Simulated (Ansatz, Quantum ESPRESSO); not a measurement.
# Rh(111) with two intrinsic faults two layers apart (four hcp-stacked layers): ballistic transmission, part 2 of 4

Aim: the zero-bias transmission with pwcond for this junction: Rh(111) with two intrinsic faults two layers apart (four hcp-stacked layers).

Quantum ESPRESSO 7.5; plane-wave DFT, PBE, GBRV ultrasoft pseudopotentials; cross-check by Ansatz 0.2.0 with PAW datasets.

So far. Step 2 (SCF with pw.x): The run needed 12 iterations to bring the estimated error under 1e-07 Ry; the largest force on any atom, held or free, is 0.08 eV/Å.

## (3) Transmission with pwcond.x

Level of this step: transmission by pwcond, lead and junction from one cell; plane-wave DFT, PBE, GBRV ultrasoft pseudopotentials (Quantum ESPRESSO).

prefixt takes both regions from one run: the lead from 0 to bdl, the scattering region from bdl to bds (units of alat). ikind = 1 puts the same lead on both sides. The program's T_tot counts both spins in a run without spin; the tables below give T per spin.

Contents of cond.in:

```
&inputcond
  outdir = './out'
  prefixt = 'scf'
  tran_file = 'cond.dat'
  bdl = 2.4494897417
  bds = 17.9629247797
  ikind = 1
  ewind = 4.0
  epsproj = 1e-05
  nz1 = 7
  energy0 = 0.4
  denergy = -0.4
/
14
  0.00000000 0.00000000 0.01000000
  0.00000000 0.10000000 0.06000000
  0.00000000 0.20000000 0.06000000
  0.00000000 0.30000000 0.06000000
  0.00000000 0.40000000 0.06000000
  0.00000000 0.50000000 0.03000000
  0.10000000 0.20000000 0.06000000
  0.10000000 0.30000000 0.12000000
  0.10000000 0.40000000 0.12000000
  0.10000000 0.50000000 0.12000000
  0.20000000 0.40000000 0.06000000
  0.20000000 0.50000000 0.12000000
  0.20000000 0.60000000 0.06000000
  0.30000000 0.60000000 0.06000000
3
```

Run with:

```bash
$ OMP_NUM_THREADS=1 mpirun -n 8 pwcond.x -in cond.in > cond.out
```

The program printed:

```text
[banner, memory and clock lines left out]
Program PWCOND v.7.5 starts

          URL

     ./out/scf.save/

     IMPORTANT: XC functional enforced from input :
     Exchange-correlation= PBE
                           (   1   4   3   4   0   0   0)
     Any further DFT definition will be discarded
     Please, verify this is what you really want

     negative rho (up, down):  1.346E+00 0.000E+00
     Reading collected, re-writing distributed wavefunctions

===== INPUT FILE containing all the regions =====

     GEOMETRY:

     lattice parameter (alat)  =       5.1178  a.u.
     the volume                =    2085.2379 (a.u.)^3
     the cross section         =      22.6828 (a.u.)^2
     l of the unit cell        =      17.9629 (alat)
     number of atoms/cell      =           22
     number of atomic types    =            1

     crystal axes: (cart. coord. in units of alat)
               a(1) = (  1.0000  0.0000  0.0000 )
               a(2) = (  0.5000  0.8660  0.0000 )
               a(3) = (  0.0000  0.0000 17.9629 )

   Cartesian axes

     site n.     atom                  positions (alat units)
          1        Rh     tau(  1)=(  0.0000  0.0000 17.9629  )
          2        Rh     tau(  2)=(  0.5000  0.2887  0.8165  )
          3        Rh     tau(  3)=(  1.0000  0.5774  1.6330  )
          4        Rh     tau(  4)=(  0.0000  0.0000  2.4495  )
          5        Rh     tau(  5)=(  0.5000  0.2887  3.2660  )
          6        Rh     tau(  6)=(  1.0000  0.5774  4.0825  )
          7        Rh     tau(  7)=(  0.0000  0.0000  4.8990  )
          8        Rh     tau(  8)=(  0.5000  0.2887  5.7155  )
          9        Rh     tau(  9)=(  1.0000  0.5774  6.5320  )
         10        Rh     tau( 10)=(  0.5000  0.2887  7.3485  )
         11        Rh     tau( 11)=(  1.0000  0.5774  8.1650  )
         12        Rh     tau( 12)=(  0.5000  0.2887  8.9815  )
         13        Rh     tau( 13)=(  1.0000  0.5774  9.7980  )
         14        Rh     tau( 14)=(  0.0000  0.0000 10.6145  )
         15        Rh     tau( 15)=(  0.5000  0.2887 11.4310  )
         16        Rh     tau( 16)=(  1.0000  0.5774 12.2474  )
         17        Rh     tau( 17)=(  0.0000  0.0000 13.0639  )
         18        Rh     tau( 18)=(  0.5000  0.2887 13.8804  )
         19        Rh     tau( 19)=(  1.0000  0.5774 14.6969  )
         20        Rh     tau( 20)=(  0.0000  0.0000 15.5134  )
         21        Rh     tau( 21)=(  0.5000  0.2887 16.3299  )
         22        Rh     tau( 22)=(  1.0000  0.5774 17.1464  )

     nr1s                      =           24
     nr2s                      =           24
     nr3s                      =          375
     nr1sx                     =           24
     nr2sx                     =           24
     nr3sx                     =          375
     nr1                       =           24
     nr2                       =           24
     nr3                       =          432
     nr1x                      =           24
     nr2x                      =           24
     nr3x                      =          432

 _______________________________
  Radii of nonlocal spheres:

     type       ibeta     ang. mom.          radius (alat units)
       Rh         1         0                    0.4936
       Rh         2         0                    0.4936
       Rh         3         1                    0.4936
       Rh         4         1                    0.4936
       Rh         5         2                    0.4936
       Rh         6         2                    0.4936
       Rh         7         2                    0.4936
----- General information -----

--- T calc. with identical leads (ikind=1) ---

     nrx                       =           24
     nry                       =           24
     nz1                       =            7

     energy0               =         4.0E-01
     denergy               =        -4.0E-01
     nenergy               =          3
     ecut2d                =         4.0E+01
     ewind                 =         4.0E+00
     epsproj               =         1.0E-05

     number of k_|| points=   14
                       cryst. coord.
        k(    1) = (   0.0000000   0.0000000), wk =   0.0100000
        k(    2) = (   0.0000000   0.1000000), wk =   0.0600000
        k(    3) = (   0.0000000   0.2000000), wk =   0.0600000
        k(    4) = (   0.0000000   0.3000000), wk =   0.0600000
        k(    5) = (   0.0000000   0.4000000), wk =   0.0600000
        k(    6) = (   0.0000000   0.5000000), wk =   0.0300000
        k(    7) = (   0.1000000   0.2000000), wk =   0.0600000
        k(    8) = (   0.1000000   0.3000000), wk =   0.1200000
        k(    9) = (   0.1000000   0.4000000), wk =   0.1200000
        k(   10) = (   0.1000000   0.5000000), wk =   0.1200000
        k(   11) = (   0.2000000   0.4000000), wk =   0.0600000
        k(   12) = (   0.2000000   0.5000000), wk =   0.1200000
        k(   13) = (   0.2000000   0.6000000), wk =   0.0600000
        k(   14) = (   0.3000000   0.6000000), wk =   0.0600000
----- Information about left/right lead -----

     nocros                   =           23
     noins                    =           46
     norb                     =           92
     norbf                    =          460
     nrz                      =           51

      iorb      type   ibeta   ang. mom.   m       position (alat)
        1        1       1        0        1   taunew(   1)=(  0.0000  0.0000  0.0000)
        2        1       2        0        1   taunew(   2)=(  0.0000  0.0000  0.0000)
        3        1       3        1        1   taunew(   3)=(  0.0000  0.0000  0.0000)
        4        1       3        1        2   taunew(   4)=(  0.0000  0.0000  0.0000)
        5        1       3        1        3   taunew(   5)=(  0.0000  0.0000  0.0000)
        6        1       4        1        1   taunew(   6)=(  0.0000  0.0000  0.0000)
        7        1       4        1        2   taunew(   7)=(  0.0000  0.0000  0.0000)
        8        1       4        1        3   taunew(   8)=(  0.0000  0.0000  0.0000)
        9        1       5        2        1   taunew(   9)=(  0.0000  0.0000  0.0000)
       10        1       5        2        2   taunew(  10)=(  0.0000  0.0000  0.0000)
       11        1       5        2        3   taunew(  11)=(  0.0000  0.0000  0.0000)
       12        1       5        2        4   taunew(  12)=(  0.0000  0.0000  0.0000)
       13        1       5        2        5   taunew(  13)=(  0.0000  0.0000  0.0000)
       14        1       6        2        1   taunew(  14)=(  0.0000  0.0000  0.0000)
       15        1       6        2        2   taunew(  15)=(  0.0000  0.0000  0.0000)
[...]
442        1       3        1        3   taunew( 442)=(  0.0000  0.0000 15.5134)
      443        1       4        1        1   taunew( 443)=(  0.0000  0.0000 15.5134)
      444        1       4        1        2   taunew( 444)=(  0.0000  0.0000 15.5134)
      445        1       4        1        3   taunew( 445)=(  0.0000  0.0000 15.5134)
      446        1       5        2        1   taunew( 446)=(  0.0000  0.0000 15.5134)
      447        1       5        2        2   taunew( 447)=(  0.0000  0.0000 15.5134)
      448        1       5        2        3   taunew( 448)=(  0.0000  0.0000 15.5134)
      449        1       5        2        4   taunew( 449)=(  0.0000  0.0000 15.5134)
      450        1       5        2        5   taunew( 450)=(  0.0000  0.0000 15.5134)
      451        1       6        2        1   taunew( 451)=(  0.0000  0.0000 15.5134)
      452        1       6        2        2   taunew( 452)=(  0.0000  0.0000 15.5134)
      453        1       6        2        3   taunew( 453)=(  0.0000  0.0000 15.5134)
      454        1       6        2        4   taunew( 454)=(  0.0000  0.0000 15.5134)
      455        1       6        2        5   taunew( 455)=(  0.0000  0.0000 15.5134)
      456        1       7        2        1   taunew( 456)=(  0.0000  0.0000 15.5134)
      457        1       7        2        2   taunew( 457)=(  0.0000  0.0000 15.5134)
      458        1       7        2        3   taunew( 458)=(  0.0000  0.0000 15.5134)
      459        1       7        2        4   taunew( 459)=(  0.0000  0.0000 15.5134)
      460        1       7        2        5   taunew( 460)=(  0.0000  0.0000 15.5134)
 ngper, shell number =           73          10
 ngper, n2d =           73          64
---  E-Ef =    0.4000000  k =    0.0000000   0.0000000
---  ie =          1  ik =          1
 Nchannels of the left tip =            3
 Right moving states:
   k1(2pi/a)   k2(2pi/a)   E-Ef (eV)
   0.3074522  -0.0000015   0.4000000
   0.3074522  -0.0000015   0.4000000
   0.3614267  -0.0000007   0.4000000
 Left moving states:
   k1(2pi/a)   k2(2pi/a)   E-Ef (eV)
  -0.3074522  -0.0000015   0.4000000
  -0.3074522  -0.0000015   0.4000000
  -0.3614267  -0.0000007   0.4000000

 to transmit
 Band j to band i transmissions and reflections:
    j         i     |T_ij|^2    |R_ij|^2

    1 -->     1     0.00019     0.39444
    1 -->     2     0.00000     0.60537
    1 -->     3     0.00000     0.00000
   Total T_j, R_j =    0.00019  0.99981

    2 -->     1     0.00000     0.60537
    2 -->     2     0.00019     0.39444
    2 -->     3     0.00000     0.00000
   Total T_j, R_j =    0.00019  0.99981

    3 -->     1     0.00000     0.00000
    3 -->     2     0.00000     0.00000
    3 -->     3     0.98455     0.01545
   Total T_j, R_j =    0.98455  0.01545

E-Ef(ev), T(x2 spins) =    0.4000000   1.9698822
---  E-Ef =    0.0000000  k =    0.0000000   0.0000000
---  ie =          2  ik =          1
 Nchannels of the left tip =            3
 Right moving states:
   k1(2pi/a)   k2(2pi/a)   E-Ef (eV)
   0.0978935  -0.0000015   0.0000000
   0.0978935  -0.0000015   0.0000000
   0.2861625  -0.0000008   0.0000000
 Left moving states:
   k1(2pi/a)   k2(2pi/a)   E-Ef (eV)
  -0.0978935  -0.0000015   0.0000000
  -0.0978935  -0.0000015   0.0000000
  -0.2861625  -0.0000008   0.0000000

 to transmit
 Band j to band i transmissions and reflections:
    j         i     |T_ij|^2    |R_ij|^2

    1 -->     1     0.99996     0.00004
    1 -->     2     0.00000     0.00000
    1 -->     3     0.00000     0.00000
   Total T_j, R_j =    0.99996  0.00004

    2 -->     1     0.00000     0.00000
    2 -->     2     0.99996     0.00004
    2 -->     3     0.00000     0.00000
   Total T_j, R_j =    0.99996  0.00004

    3 -->     1     0.00000     0.00000
    3 -->     2     0.00000     0.00000
    3 -->     3     0.99742     0.00258
   Total T_j, R_j =    0.99742  0.00258

E-Ef(ev), T(x2 spins) =    0.0000000   5.9946718
---  E-Ef =   -0.4000000  k =    0.0000000   0.0000000
---  ie =          3  ik =          1
 Nchannels of the left tip =            3
 Right moving states:
   k1(2pi/a)   k2(2pi/a)   E-Ef (eV)
  -0.0660083  -0.0000016  -0.4000000
  -0.0660083  -0.0000016  -0.4000000
   0.2237139  -0.0000009  -0.4000000
 Left moving states:
   k1(2pi/a)   k2(2pi/a)   E-Ef (eV)
   0.0660083  -0.0000016  -0.4000000
   0.0660083  -0.0000016  -0.4000000
  -0.2237139  -0.0000009  -0.4000000

 to transmit
 Band j to band i transmissions and reflections:
    j         i     |T_ij|^2    |R_ij|^2

    1 -->     1     0.94413     0.05586
    1 -->     2     0.00000     0.00001
    1 -->     3     0.00000     0.00000
   Total T_j, R_j =    0.94413  0.05587

    2 -->     1     0.00000     0.00001
    2 -->     2     0.94413     0.05586
    2 -->     3     0.00000     0.00000
   Total T_j, R_j =    0.94413  0.05587

    3 -->     1     0.00000     0.00000
    3 -->     2     0.00000     0.00000
    3 -->     3     0.99949     0.00051
   Total T_j, R_j =    0.99949  0.00051

E-Ef(ev), T(x2 spins) =   -0.4000000   5.7755128
 ngper, shell number =           73          41
 ngper, n2d =           73          63
[... further energies and points left out ...]
---  E-Ef =    0.4000000  k =    0.3000000   0.6000000
---  ie =          1  ik =         14
 Nchannels of the left tip =            3
 Right moving states:
   k1(2pi/a)   k2(2pi/a)   E-Ef (eV)
   0.2064445  -0.0000022   0.4000000
   0.2590140  -0.0000008   0.4000000
  -0.4493250  -0.0000034   0.4000000
 Left moving states:
   k1(2pi/a)   k2(2pi/a)   E-Ef (eV)
  -0.2064445  -0.0000022   0.4000000
  -0.2590140  -0.0000008   0.4000000
   0.4493250  -0.0000034   0.4000000

 to transmit
 Band j to band i transmissions and reflections:
    j         i     |T_ij|^2    |R_ij|^2

    1 -->     1     0.04443     0.26155
    1 -->     2     0.35756     0.04775
    1 -->     3     0.25964     0.02907
   Total T_j, R_j =    0.66163  0.33837

    2 -->     1     0.29083     0.04775
    2 -->     2     0.05672     0.12214
    2 -->     3     0.07562     0.40695
   Total T_j, R_j =    0.42316  0.57684

    3 -->     1     0.26921     0.02907
    3 -->     2     0.03872     0.40695
    3 -->     3     0.17613     0.07993
   Total T_j, R_j =    0.48405  0.51595

E-Ef(ev), T(x2 spins) =    0.4000000   3.1376779
---  E-Ef =    0.0000000  k =    0.3000000   0.6000000
---  ie =          2  ik =         14
 Nchannels of the left tip =            1
 Right moving states:
   k1(2pi/a)   k2(2pi/a)   E-Ef (eV)
   0.2990665  -0.0000022   0.0000000
 Left moving states:
   k1(2pi/a)   k2(2pi/a)   E-Ef (eV)
  -0.2990665  -0.0000022   0.0000000

 to transmit
 Band j to band i transmissions and reflections:
    j         i     |T_ij|^2    |R_ij|^2

    1 -->     1     0.97549     0.02451
   Total T_j, R_j =    0.97549  0.02451

E-Ef(ev), T(x2 spins) =    0.0000000   1.9509756
---  E-Ef =   -0.4000000  k =    0.3000000   0.6000000
---  ie =          3  ik =         14
 Nchannels of the left tip =            1
 Right moving states:
   k1(2pi/a)   k2(2pi/a)   E-Ef (eV)
   0.0599428  -0.0000016  -0.4000000
 Left moving states:
   k1(2pi/a)   k2(2pi/a)   E-Ef (eV)
  -0.0599428  -0.0000016  -0.4000000

 to transmit
 Band j to band i transmissions and reflections:
    j         i     |T_ij|^2    |R_ij|^2

    1 -->     1     0.97831     0.02169
   Total T_j, R_j =    0.97831  0.02169

E-Ef(ev), T(x2 spins) =   -0.4000000   1.9566145
   T_tot     0.40000      0.25746E+01
   T_tot     0.00000      0.27918E+01
   T_tot    -0.40000      0.22693E+01

Note: The following floating-point exceptions are signalling: IEEE_UNDERFLOW_FLAG
Note: The following floating-point exceptions are signalling: IEEE_UNDERFLOW_FLAG
Note: The following floating-point exceptions are signalling: IEEE_UNDERFLOW_FLAG
Note: The following floating-point exceptions are signalling: IEEE_UNDERFLOW_FLAG
Note: The following floating-point exceptions are signalling: IEEE_UNDERFLOW_FLAG
Note: The following floating-point exceptions are signalling: IEEE_UNDERFLOW_FLAG
Note: The following floating-point exceptions are signalling: IEEE_UNDERFLOW_FLAG
Note: The following floating-point exceptions are signalling: IEEE_UNDERFLOW_FLAG
```

Wall time 2 min (8 MPI ranks of Arm Neoverse N1, shared host); peak memory 0.64 GiB.

Read from the output:

| Property | Result |
| --- | --- |
| lead channels at the Fermi level, one spin | 1.740 |
| transmission at the Fermi level, one spin | 1.396 |
| conductance | 1.396 G₀ |

Per spin; mean over the k mesh across the current. Table of open channels, zone mean by energy, zero at the Fermi level:

| energy (eV) | open channels, zone mean |
| --- | --- |
| -0.400 | 1.5 |
| 0.000 | 1.74 |
| 0.400 | 2.04 |

Per spin; mean over the k mesh across the current. Table of transmission, zone mean by energy, zero at the Fermi level:

| energy (eV) | transmission, zone mean |
| --- | --- |
| -0.400 | 1.13 |
| 0.000 | 1.40 |
| 0.400 | 1.29 |

At 0.000 eV; k in fractions of b1, b2. Transmission by k point:

| k1 | k2 | weight | t | channels |
| --- | --- | --- | --- | --- |
| 0 | 0 | 0.01 | 2.997 | 3 |
| 0 | 0.1 | 0.06 | 1.952 | 2 |
| 0 | 0.2 | 0.06 | 1.955 | 2 |
| 0 | 0.3 | 0.06 | 1.625 | 2 |
| 0 | 0.4 | 0.06 | 1.663 | 2 |
| 0 | 0.5 | 0.03 | 2.953 | 3 |
| 0.1 | 0.2 | 0.06 | 1.607 | 2 |
| 0.1 | 0.3 | 0.12 | 1.434 | 2 |
| 0.1 | 0.4 | 0.12 | 2.349 | 3 |
| 0.1 | 0.5 | 0.12 | 0.9595 | 1 |
| 0.2 | 0.4 | 0.06 | 0.9017 | 1 |
| 0.2 | 0.5 | 0.12 | 0.206 | 1 |
| 0.2 | 0.6 | 0.06 | 0.711 | 1 |
| 0.3 | 0.6 | 0.06 | 0.9755 | 1 |

The program's own clock; routines nest. Time by routine:

| routine | wall time (s) | calls |
| --- | --- | --- |
| PWCOND | 117.5 | 1 |
| scatter_forw | 93.04 | 84 |
| compbs | 6.42 | 42 |
| compbs_2 | 5.28 | 42 |
| local | 3.44 | 14 |
| init | 1.07 | 1 |
| poten | 0.12 | 1 |

The run is unpolarised; a magnetic state was not tried, may lie lower and would change T.

At no point does T exceed the number of channels.

(Part 2 of 4 ends here.)

[Logs are printed without paths, hosts, clocks, repeated set-up lines and the standing remarks that a program may print on its own settings, such as how far it seeks lower states.]

[Hosts, paths, dates, database ids (printed as entryN), source tags and the programs' standing remarks are cut or masked in the printed files.]

[Maps of the electrostatic potential energy from Ansatz leave out the sawtooth potential of an applied field or a dipole correction, so their vacuum need not be flat; planar profiles and work functions include it.]
